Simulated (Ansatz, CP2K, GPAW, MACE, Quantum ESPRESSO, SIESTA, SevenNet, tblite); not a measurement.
# H-capped AlP nanocrystal (rod) (34 atoms) in SIESTA, part 3 of 3

How do the settings of SIESTA change the result for H-capped AlP nanocrystal (rod) (34 atoms)? A plane-wave run serves as the yardstick.

Program: SIESTA 5.4.2; the method stands at each step. Banners, paths, timers and routine set-up lines are dropped from the logs unmarked, and long logs keep their key lines alone; longer cuts are marked. The potentials were converted by us to PSML.

So far. Step 6 (PBE, DZP, shift 0.01 Ry, mesh 150 Ry): Against the first run (20 %), the force difference from the reference is 20 %, at 0.32 times the CPU time: the change moves forces by 3.3 meV/Å r.m.s., so most of the difference comes from elsewhere.

## Step 7: Relaxation (PBE, SZP, shift 0.02 Ry, mesh 250 Ry) (continued)

Level of this step: Kohn-Sham DFT, PBE, PseudoDojo 0.4.1 norm-conserving pseudopotentials (converted to PSML), numerical atomic orbitals (SZP), diagonalisation (SIESTA).

Relaxation path (22 of 43):

| step | energy less that of the first step (eV) | largest force (eV/Å) |
| --- | --- | --- |
| 0 | 0.0000 | 5.9937 |
| 2 | -1.8025 | 1.7072 |
| 4 | -1.8189 | 1.8849 |
| 6 | -2.5271 | 2.6320 |
| 8 | -3.4908 | 1.1616 |
| 10 | -3.4972 | 1.2371 |
| 12 | -3.6100 | 0.8189 |
| 14 | -3.5249 | 1.3884 |
| 16 | -3.6991 | 0.9871 |
| 18 | -3.7463 | 0.3808 |
| 20 | -3.7634 | 0.1929 |
| 22 | -3.7640 | 0.2587 |
| 24 | -3.7775 | 0.2264 |
| 26 | -3.7725 | 0.9131 |
| 28 | -3.8065 | 0.1790 |
| 30 | -3.8084 | 0.2614 |
| 32 | -3.8171 | 0.1477 |
| 34 | -3.8229 | 0.1918 |
| 36 | -3.8279 | 0.3729 |
| 38 | -3.8424 | 0.1575 |
| 40 | -3.8456 | 0.2309 |
| 42 | -3.8537 | 0.1533 |

The atoms that moved most (Å):

| atom | dx | dy | dz | length |
| --- | --- | --- | --- | --- |
| H28 | -0.146 | -0.255 | -0.213 | 0.363 |
| Al6 | -0.044 | 0.329 | -0.113 | 0.351 |
| Al10 | -0.038 | 0.348 | 0.005 | 0.350 |
| H33 | -0.228 | -0.232 | 0.083 | 0.336 |
| H27 | -0.203 | -0.235 | 0.116 | 0.331 |
| Al8 | -0.144 | -0.168 | 0.230 | 0.320 |
| H26 | 0.135 | -0.179 | -0.219 | 0.313 |
| H30 | -0.195 | -0.021 | -0.236 | 0.307 |

Final coordinates:

```xyz
34
Lattice="15.8293 0.0000 0.0000 0.0000 15.8293 0.0000 0.0000 0.0000 21.2923" Properties=species:S:1:pos:R:3
P     5.9496    8.5834    8.5938
P     6.0041    8.5679   14.0195
P     8.5667    5.9532    8.5921
P     8.5736    5.9860   14.0048
P     8.5280    8.5391    6.0112
Al    7.1265   10.2222    7.1534
Al   10.2015    7.1332    7.1506
Al    7.0491    7.0592   10.1852
P     8.5078    8.4961   11.4318
Al    7.1707   10.2151   12.5761
Al   10.2218    7.1624   12.5799
Al    7.1199    7.1012   15.6626
H     4.9449    9.3385    9.4157
H     4.9486    7.7917    7.8032
H     5.0114    7.7924   13.2072
H     4.9668    9.3353   14.7892
H     7.7695    4.9500    7.8107
H     9.3314    4.9541    9.4129
H     9.3189    4.9272   14.7605
H     7.7880    5.0079   13.1752
H     7.7401    7.7513    4.9962
H     9.2962    9.3106    4.9879
H     8.1568   10.9727    8.1803
H     6.0800   10.9282    6.1126
H    10.9455    8.1749    8.1816
H    10.9203    6.0995    6.1085
H     6.0400    6.0424   10.9926
H     9.1750    9.1381   10.2410
H     8.0351   11.1093   13.6411
H     6.1030   10.8363   11.4959
H    10.8614    6.1103   11.4919
H    11.0952    8.0435   13.6522
H     6.0754    6.0588   16.3646
H     8.1437    8.1063   16.4532
```

## Step 8: Local order at the end (PBE, SZP, shift 0.02 Ry, mesh 250 Ry)

Normalised to the volume that the atoms fill. g(r), total and by pair (bins of 0.2 Å):

| r (Å) | total | H-H | H-Al | H-P | Al-Al | Al-P | P-P |
| --- | --- | --- | --- | --- | --- | --- | --- |
| 1.40 | 0.85 | 0.00 | 0.00 | 3.73 | 0.00 | 0.00 | 0.00 |
| 1.60 | 4.70 | 0.00 | 11.25 | 9.30 | 0.00 | 0.00 | 0.00 |
| 1.80 | 0.00 | 0.00 | 0.00 | 0.00 | 0.00 | 0.00 | 0.00 |
| 2.00 | 0.00 | 0.00 | 0.00 | 0.00 | 0.00 | 0.00 | 0.00 |
| 2.20 | 0.62 | 1.49 | 0.00 | 0.00 | 0.00 | 0.00 | 0.00 |
| 2.40 | 1.32 | 0.00 | 0.00 | 0.00 | 0.00 | 21.21 | 0.00 |
| 2.60 | 0.00 | 0.00 | 0.00 | 0.00 | 0.00 | 0.00 | 0.00 |
| 2.80 | 0.23 | 0.55 | 0.00 | 0.00 | 0.00 | 0.00 | 0.00 |
| 3.00 | 0.64 | 1.36 | 0.31 | 0.00 | 0.00 | 0.00 | 0.00 |
| 3.20 | 1.29 | 0.00 | 3.63 | 2.02 | 0.00 | 0.00 | 0.00 |
| 3.40 | 1.19 | 0.00 | 1.96 | 3.23 | 0.00 | 0.00 | 0.00 |
| 3.60 | 0.56 | 0.33 | 0.00 | 0.82 | 0.00 | 0.00 | 7.55 |
| 3.80 | 1.51 | 2.78 | 0.76 | 0.20 | 0.00 | 0.00 | 4.14 |
| 4.00 | 0.97 | 1.10 | 0.34 | 1.51 | 2.51 | 0.00 | 0.00 |
| 4.20 | 0.46 | 0.17 | 0.32 | 1.10 | 0.00 | 1.08 | 0.00 |
| 4.40 | 0.48 | 0.23 | 0.41 | 0.14 | 6.25 | 0.99 | 0.00 |
| 4.60 | 0.74 | 0.57 | 1.69 | 0.00 | 0.00 | 1.81 | 0.00 |
| 4.80 | 0.27 | 0.13 | 0.00 | 0.48 | 0.00 | 1.75 | 0.00 |
| 5.00 | 0.50 | 0.24 | 0.11 | 1.63 | 0.00 | 0.00 | 0.00 |
| 5.20 | 0.27 | 0.27 | 0.29 | 0.41 | 0.00 | 0.00 | 0.00 |
| 5.40 | 0.61 | 0.95 | 0.37 | 0.00 | 2.01 | 0.00 | 2.02 |
| 5.60 | 0.22 | 0.14 | 0.68 | 0.00 | 0.00 | 0.00 | 0.00 |
| 5.80 | 0.15 | 0.00 | 0.65 | 0.00 | 0.00 | 0.00 | 0.00 |
| 6.00 | 0.39 | 0.49 | 0.07 | 0.60 | 0.00 | 0.55 | 0.00 |
| 6.20 | 0.42 | 0.54 | 0.51 | 0.35 | 0.00 | 0.00 | 0.00 |
| 6.40 | 0.30 | 0.39 | 0.13 | 0.47 | 0.00 | 0.00 | 0.00 |
| 6.60 | 0.20 | 0.07 | 0.38 | 0.25 | 0.00 | 0.00 | 0.93 |
| 6.80 | 0.16 | 0.26 | 0.12 | 0.12 | 0.00 | 0.00 | 0.00 |

Bonds by pair of elements; cutoffs follow the first minimum of g(r), held within bounds set by covalent radii, and pairs that aren't listed don't count as bonded:

| pair A-B | cutoff (Å) | bonds | mean length (Å) | spread (Å) | shortest (Å) | B about A | A about B |
| --- | --- | --- | --- | --- | --- | --- | --- |
| H-Al | 2.02 | 11 | 1.64 | 0.004 | 1.63 | 0.5 | 1.83 |
| H-P | 1.73 | 11 | 1.50 | 0.004 | 1.49 | 0.5 | 1.83 |
| Al-P | 2.88 | 13 | 2.46 | 0.021 | 2.40 | 2.17 | 2.17 |

How many atoms have how many bonded neighbours:

| element | mean | 1 | 4 |
| --- | --- | --- | --- |
| Al | 4 | 0 | 6 |
| H | 1 | 22 | 0 |
| P | 4 | 0 | 6 |

## Step 9: Side by side

Differences are against the plane-wave reference, forces as r.m.s. over components; share is that over the reference's r.m.s. force, slope the least-squares factor from reference forces to these. Total energies of different programs have different zeros and aren't compared.

| run | Δ force, r.m.s. (meV/Å) | share (%) | slope | Δ gap (eV) | cores | CPU time | memory (GiB) |
| --- | --- | --- | --- | --- | --- | --- | --- |
| reference | - | - | - | - | 4 | 20 min | 7.7 |
| SIESTA PBE, DZP, shift 0.01 Ry, mesh 300 Ry | 167 | 19.6 | 1.089 | 0.106 | 1 | 70 s | 1.2 |
| SIESTA PBE, SZ, shift 0.01 Ry, mesh 300 Ry (coarse) | 1329 | 156 | 1.541 | 1.37 | 1 | 43 s | 1.0 |
| SIESTA PBE, TZP, shift 0.01 Ry, mesh 300 Ry | 152 | 17.8 | 1.080 | 0.0978 | 1 | 81 s | 1.3 |
| SIESTA PBE, DZP, shift 0.005 Ry, mesh 300 Ry | 193 | 22.6 | 1.097 | 0.0787 | 1 | 86 s | 1.3 |
| SIESTA PBE, DZP, shift 0.01 Ry, mesh 150 Ry (coarse) | 167 | 19.6 | 1.088 | 0.106 | 1 | 22 s | 0.48 |

Rows marked coarse were listed beforehand as settings not expected to be converged; some can still land near the reference.

CPU time is summed over cores on a shared host, where runs went side by side, so it is rough. Symmetry, cutoffs, thresholds, outputs and thread counts weren't matched or tuned between programs; memory under MPI is the largest rank's times the ranks.

Mean charges by element (e), by run and scheme:

| run | scheme | P | Al | H |
| --- | --- | --- | --- | --- |
| SIESTA PBE, DZP, shift 0.01 Ry, mesh 300 Ry | Hirshfeld | +0.10 | +0.17 | -0.07 |
| SIESTA PBE, TZP, shift 0.01 Ry, mesh 300 Ry | Hirshfeld | +0.09 | +0.17 | -0.07 |
| SIESTA PBE, DZP, shift 0.005 Ry, mesh 300 Ry | Hirshfeld | +0.08 | +0.19 | -0.07 |

Within one program, basis, potentials and functional, energies share a zero. Each run against its twin at the usual cutoff or grid and solver:

| run | twin | Δ energy (meV/atom) | Δ force, r.m.s. (meV/Å) | CPU time over the twin's |
| --- | --- | --- | --- | --- |
| SIESTA PBE, DZP, shift 0.01 Ry, mesh 150 Ry | DZP, shift 0.01 Ry, mesh 300 Ry | 0.0449 | 3.31 | 0.32 |

## Step 10: Summary of results

| Item | Value |
| --- | --- |
| nearest in forces | SIESTA PBE, TZP, shift 0.01 Ry, mesh 300 Ry, 18 % |
| its CPU time | 81 s |
| energy change in the relaxation (PBE, SZP, shift 0.02 Ry, mesh 250 Ry) | -113.3 meV/atom |
| r.m.s. displacement (PBE, SZP, shift 0.02 Ry, mesh 250 Ry) | 0.2303 Å |

What this shows: The PBE runs in local orbitals, coarse settings apart, differ by 18 % (SIESTA PBE, TZP, shift 0.01 Ry, mesh 300 Ry) to 23 % (SIESTA PBE, DZP, shift 0.005 Ry, mesh 300 Ry); basis, grid and potentials can all enter. Runs with settings chosen to be coarse differ by 20 % (SIESTA PBE, DZP, shift 0.01 Ry, mesh 150 Ry) to 156 % (SIESTA PBE, SZ, shift 0.01 Ry, mesh 300 Ry), their programs' other errors included. Of the electronic-structure runs that take under half the reference's CPU time, SIESTA PBE, TZP, shift 0.01 Ry, mesh 300 Ry comes nearest, at 18 % in 81 s against 20 min. At the same functional, gaps differ from the reference's 3.08 eV by between +0.08 and +1.37 eV. A likely cause of the wide gaps: compact atomic orbitals describe empty levels worse than filled ones. The mean charges agree among these rows within 0.03 e. The relaxation (PBE, SZP, shift 0.02 Ry, mesh 250 Ry): first to last step the energy falls by 3.854 eV; the largest move, 0.36 Å, is that of H28. It was not finished. Caps of real hydrogen don't mimic the fractional bonds of a polar compound, so surface states and strained caps may belong to the model.

[Also dropped from logs without a mark: logging warnings of Python, and SIESTA's first energy breakdown and zero terms.]

[Logs are printed without paths, hosts, clocks, repeated set-up lines and the standing remarks that a program may print on its own settings, such as how far it seeks lower states.]

[Hosts, paths, dates, database ids (printed as entryN), source tags and the programs' standing remarks are cut or masked in the printed files.]
